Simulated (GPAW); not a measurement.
# Optical response of Ga3Sb

Aim: the dielectric function of Ga3Sb, and the optical constants that follow from it.

Calculated with GPAW 26.7.0; DFT, RPBE, plane-wave PAW (GPAW data sets), scalar-relativistic, RPA, optical limit.

This is a report of a sequence of runs, with most program output left out.

**1. Starting point**

It takes space group I4/mmm (No. 139, tetragonal). Conventional cell: a = 4.318 Å, b = 4.318 Å, c = 9.521 Å, α = 90.00°, β = 90.00°, γ = 90.00°. Sb has 12 Ga at 3.05 to 3.21 Å nearest. Ga has 4 Sb at 3.05 Å and 8 Ga at 3.21 Å nearest. Ga has 8 Ga at 3.05 to 3.21 Å and 4 Sb at 3.21 Å nearest. Farther neighbours are not listed.

Coordinates:

```
Sb Ga
1.0
    -2.15880    2.15880    4.76048
     2.15880   -2.15880    4.76048
     2.15880    2.15880   -4.76048
Sb Ga
1 3
Direct
  0.00000 0.00000 0.00000
  0.50000 0.50000 0.00000
  0.25000 0.75000 0.50000
  0.75000 0.25000 0.50000
```

**2. Ground state**

First the ground state: is it a metal or has it a gap?

This step: DFT, RPBE, plane-wave PAW (GPAW data sets), scalar-relativistic, ground state (GPAW 26.7.0).

Contents of gs.py:

```python
from ase import Atoms
from ase.dft.bandgap import bandgap
from gpaw import GPAW, PW, FermiDirac

atoms = Atoms(['Sb', 'Ga', 'Ga', 'Ga'],
              cell=[[-2.158799000000, 2.158799000000, 4.760484000000],
                    [2.158799000000, -2.158799000000, 4.760484000000],
                    [2.158799000000, 2.158799000000, -4.760484000000]],
              scaled_positions=[[0.000000000000, 0.000000000000, 0.000000000000],
                                [0.500000000000, 0.500000000000, 0.000000000000],
                                [0.250000000000, 0.750000000000, 0.500000000000],
                                [0.750000000000, 0.250000000000, 0.500000000000]],
              pbc=[True, True, True])
atoms.calc = GPAW(mode=PW(500), xc='RPBE', kpts={'size': (7, 7, 7), 'gamma': True},
                  occupations=FermiDirac(0.05), maxiter=150, txt='gs.txt')
print('energy (eV)', atoms.get_potential_energy())
print('Fermi level (eV)', atoms.calc.get_fermi_level())
print('valence electrons', atoms.calc.get_number_of_electrons())
print('gap (eV)', bandgap(atoms.calc, output=None)[0])
print('direct gap (eV)', bandgap(atoms.calc, direct=True, output=None)[0])
atoms.calc.write('gs.gpw')
```

Command:

```bash
OMP_NUM_THREADS=1 python gs.py
```

The job ended after 30 s (1 thread of Intel Xeon Platinum 8488C (Sapphire Rapids), shared host; peak memory 0.21 GiB).

Numbers from this step:

```
energy       : -11.48 eV
Fermi energy : 6.265 eV
electrons    : 24
```

There are states at the Fermi level within the smearing, so the occupations stay smeared and the carriers get a Drude term.

**3. Bands for the response**

At the fixed density, many empty bands are solved on the mesh of the response, since the spectrum sums over them.

This step: DFT, RPBE, plane-wave PAW (GPAW data sets), scalar-relativistic, bands at fixed density (GPAW 26.7.0).

Contents of nscf.py:

```python
from ase.dft.bandgap import bandgap
from gpaw import GPAW, FermiDirac

calc = GPAW('gs.gpw').fixed_density(kpts={'size': (10, 10, 10), 'gamma': True}, nbands=61, convergence={'bands': 55},
                                    occupations=FermiDirac(0.05), txt='nscf.txt')
print('gap (eV)', bandgap(calc, output=None)[0])
print('direct gap (eV)', bandgap(calc, direct=True, output=None)[0])
print('top band over the Fermi level (eV)', min(calc.get_eigenvalues(kpt=k)[54] for k in range(len(calc.get_ibz_k_points()))) - calc.get_fermi_level())
calc.write('full.gpw', mode='all')
```

Command:

```bash
OMP_NUM_THREADS=1 python nscf.py
```

Run time: 4.9 min. Hardware: 1 thread; peak memory 0.46 GiB.

**4. Dielectric function, RPA**

Local fields let the induced charge screen the field inside the cell, which as a rule lowers ε, most along directions where the density is uneven.

This step: DFT, RPBE, plane-wave PAW (GPAW data sets), scalar-relativistic, RPA, optical limit (GPAW 26.7.0).

Contents of df.py:

```python
from gpaw.response.df import DielectricFunction

df = DielectricFunction('full.gpw', frequencies={'type': 'nonlinear', 'domega0': 0.03, 'omega2': 8},
                        ecut=30,
                        eta=0.2,
                        nbands=55,
                        rate=0.1,
                        txt='df.txt')
for direction in ['x', 'z']:
    df.get_dielectric_function(xc='RPA', direction=direction, filename=f'df_{direction}.csv')
```

Command:

```bash
OMP_NUM_THREADS=1 python df.py
```

It took 71 s on 1 thread; peak memory 0.3 GiB.

Sum at mesh points, not converged in k. Table of Im ε by photon energy; read off at these points:

| photon energy (eV) | E ∥ x | E ∥ z |
| --- | --- | --- |
| 0.5 | 241 | 176 |
| 1.0 | 84.0 | 57.9 |
| 1.5 | 40.1 | 35.8 |
| 2.0 | 26.5 | 24.7 |
| 2.5 | 17.3 | 13.2 |
| 3.0 | 10.9 | 9.58 |
| 3.5 | 7.40 | 6.60 |
| 4.0 | 4.31 | 4.48 |
| 4.5 | 3.21 | 3.23 |
| 5.0 | 2.24 | 2.33 |
| 5.5 | 1.82 | 1.77 |
| 6.0 | 1.26 | 1.26 |
| 6.5 | 0.958 | 1.06 |
| 7.0 | 0.765 | 0.742 |
| 7.5 | 0.624 | 0.658 |
| 8.0 | 0.513 | 0.554 |
| 8.5 | 0.428 | 0.418 |
| 9.0 | 0.347 | 0.337 |
| 9.5 | 0.320 | 0.313 |
| 10.0 | 0.288 | 0.293 |
| 10.5 | 0.270 | 0.254 |
| 11.0 | 0.258 | 0.239 |
| 11.5 | 0.222 | 0.222 |
| 12.0 | 0.209 | 0.212 |
| 12.5 | 0.178 | 0.204 |
| 13.0 | 0.171 | 0.164 |
| 13.5 | 0.155 | 0.167 |
| 14.0 | 0.137 | 0.144 |
| 14.5 | 0.122 | 0.132 |

Values under 1 per cm are given as 1; sum at mesh points, not converged in k. The absorption coefficient by photon energy:

```csv
photon energy (eV),E ∥ x (1/cm),E ∥ z (1/cm)
0.492,8.8e5,7.9e5
1.010,1.1e6,8.8e5
1.486,1.1e6,9.6e5
1.985,1.3e6,1.2e6
2.508,1.4e6,1.2e6
3.018,1.4e6,1.2e6
3.510,1.5e6,1.3e6
3.980,1.5e6,1.3e6
4.516,1.5e6,1.3e6
4.981,1.4e6,1.3e6
5.515,1.4e6,1.3e6
6.021,1.4e6,1.3e6
6.494,1.4e6,1.3e6
6.985,1.4e6,1.2e6
7.496,1.3e6,1.2e6
8.026,1.3e6,1.2e6
8.516,1.3e6,1.1e6
9.023,1.2e6,1.1e6
9.483,1.2e6,1.0e6
10.026,1.1e6,9.7e5
10.519,1.1e6,8.9e5
11.029,1.0e6,8.3e5
11.479,9.8e5,7.8e5
12.023,9.2e5,7.0e5
12.504,8.5e5,6.4e5
13.000,7.7e5,5.4e5
13.512,6.9e5,4.5e5
14.040,5.9e5,3.4e5
14.493,4.7e5,2.7e5
```

Sum at mesh points, not converged in k. The Im ε, E ∥ x by photon energy; read off at these points:

```csv
photon energy (eV),without local fields,with local fields
0.5,242,241
1.0,85.7,84.0
1.5,41.7,40.1
2.0,27.6,26.5
2.5,17.8,17.3
3.0,11.3,10.9
3.5,7.47,7.40
4.0,4.40,4.31
4.5,3.24,3.21
5.0,2.29,2.24
5.5,1.82,1.82
6.0,1.26,1.26
6.5,0.959,0.958
7.0,0.765,0.765
7.5,0.613,0.624
8.0,0.511,0.513
8.5,0.426,0.428
9.0,0.350,0.347
9.5,0.340,0.320
10.0,0.304,0.288
10.5,0.301,0.270
11.0,0.277,0.258
11.5,0.228,0.222
12.0,0.209,0.209
12.5,0.183,0.178
13.0,0.170,0.171
13.5,0.150,0.155
14.0,0.138,0.137
14.5,0.124,0.122
```

Sum at mesh points, not converged in k. Table of loss function −Im 1/ε at q → 0 by energy loss; read off at these points:

```csv
energy loss (eV),E ∥ x,E ∥ z
0.5,0.00196,0.00234
1.0,0.00541,0.00783
1.5,0.0104,0.0153
2.0,0.0140,0.0167
2.5,0.0171,0.0217
3.0,0.0212,0.0304
3.5,0.0226,0.0322
4.0,0.0250,0.0385
4.5,0.0290,0.0433
5.0,0.0339,0.0510
5.5,0.0402,0.0567
6.0,0.0427,0.0632
6.5,0.0485,0.0778
7.0,0.0564,0.0814
7.5,0.0656,0.107
8.0,0.0777,0.128
8.5,0.0930,0.141
9.0,0.109,0.177
9.5,0.147,0.255
10.0,0.184,0.334
10.5,0.259,0.473
11.0,0.347,0.697
11.5,0.427,1.01
12.0,0.602,1.54
12.5,0.827,2.34
13.0,1.30,3.81
13.5,1.96,5.60
14.0,3.35,6.78
14.5,6.36,4.81
```

Sum at mesh points, not converged in k. Table of reflectivity at normal incidence by photon energy; read off at these points:

| photon energy (eV) | E ∥ x (%) | E ∥ z (%) |
| --- | --- | --- |
| 0.5 | 92.4 | 92.1 |
| 1.0 | 87.9 | 85.7 |
| 1.5 | 84.1 | 79.5 |
| 2.0 | 82.6 | 80.6 |
| 2.5 | 82.3 | 80.5 |
| 3.0 | 81.8 | 77.5 |
| 3.5 | 83.0 | 79.0 |
| 4.0 | 84.3 | 78.8 |
| 4.5 | 84.0 | 79.2 |
| 5.0 | 84.0 | 79.0 |
| 5.5 | 83.2 | 79.4 |
| 6.0 | 84.4 | 80.1 |
| 6.5 | 84.5 | 78.7 |
| 7.0 | 84.2 | 80.7 |
| 7.5 | 83.9 | 78.4 |
| 8.0 | 83.5 | 77.7 |
| 8.5 | 82.9 | 78.9 |
| 9.0 | 82.8 | 78.3 |
| 9.5 | 80.6 | 75.1 |
| 10.0 | 79.3 | 72.7 |
| 10.5 | 76.5 | 70.4 |
| 11.0 | 73.8 | 66.5 |
| 11.5 | 73.4 | 62.9 |
| 12.0 | 70.3 | 58.0 |
| 12.5 | 69.2 | 52.4 |
| 13.0 | 64.6 | 50.1 |
| 13.5 | 61.5 | 39.5 |
| 14.0 | 57.3 | 32.7 |
| 14.5 | 49.6 | 23.1 |

From ε follow the optical constants at some laser and lamp lines:

```
wavelength (nm)   n x    k x  R (%) x   1/α x   n z    k z  R (%) z   1/α z
           1064  3.24  9.332     87.7  9.1 nm  3.10  7.721     83.8   11 nm
            800  2.68  7.234     83.7  8.8 nm  2.84  6.245     78.8   10 nm
            633  2.19  6.329     82.6  8.0 nm  2.21  5.891     80.3  8.6 nm
            365  0.99  4.247     82.0  6.8 nm  0.97  3.775     78.6  7.7 nm
            308  0.60  3.544     84.1  6.9 nm  0.69  3.190     78.8  7.7 nm
            248  0.40  2.825     84.0  7.0 nm  0.46  2.561     79.0  7.7 nm
            193  0.23  2.129     84.6  7.2 nm  0.29  1.925     78.6  8.0 nm
```

In reflection the computed colour is near white: x = 0.313, y = 0.330, luminous reflectivity 82 %.

**5. Results**

What this shows: At this level (RPBE, RPA) Ga3Sb is a metal. The mesh is too coarse to trust the carriers' weight, the reflectivity or the colour to better than tens of per cent. In reflection the computed colour is near white: x = 0.313, y = 0.330, luminous reflectivity 82 %. The carriers' damping of 0.1 eV is typed, not computed; it shapes the response at the lowest energies. Spin-orbit coupling is left out although heavy atoms are present. GPAW's carrier term has the form −ωp²/(ω + i·rate)², which damps like twice the rate and fails at low energy, so the curves leave the lowest energies out. The sum runs over mesh points 0.21 Å⁻¹ apart with no interpolation, so peaks are partly noise of the mesh, and the Drude plasma energy, a sum over the Fermi surface, isn't converged.

[Machine, clock and banner lines and Python warnings are left out of the logs.]

[Logs are printed without paths, hosts, clocks, repeated set-up lines and the standing remarks that a program may print on its own settings, such as how far it seeks lower states.]

[Hosts, paths, dates, database ids (printed as entryN), source tags and the programs' standing remarks are cut or masked in the printed files.]
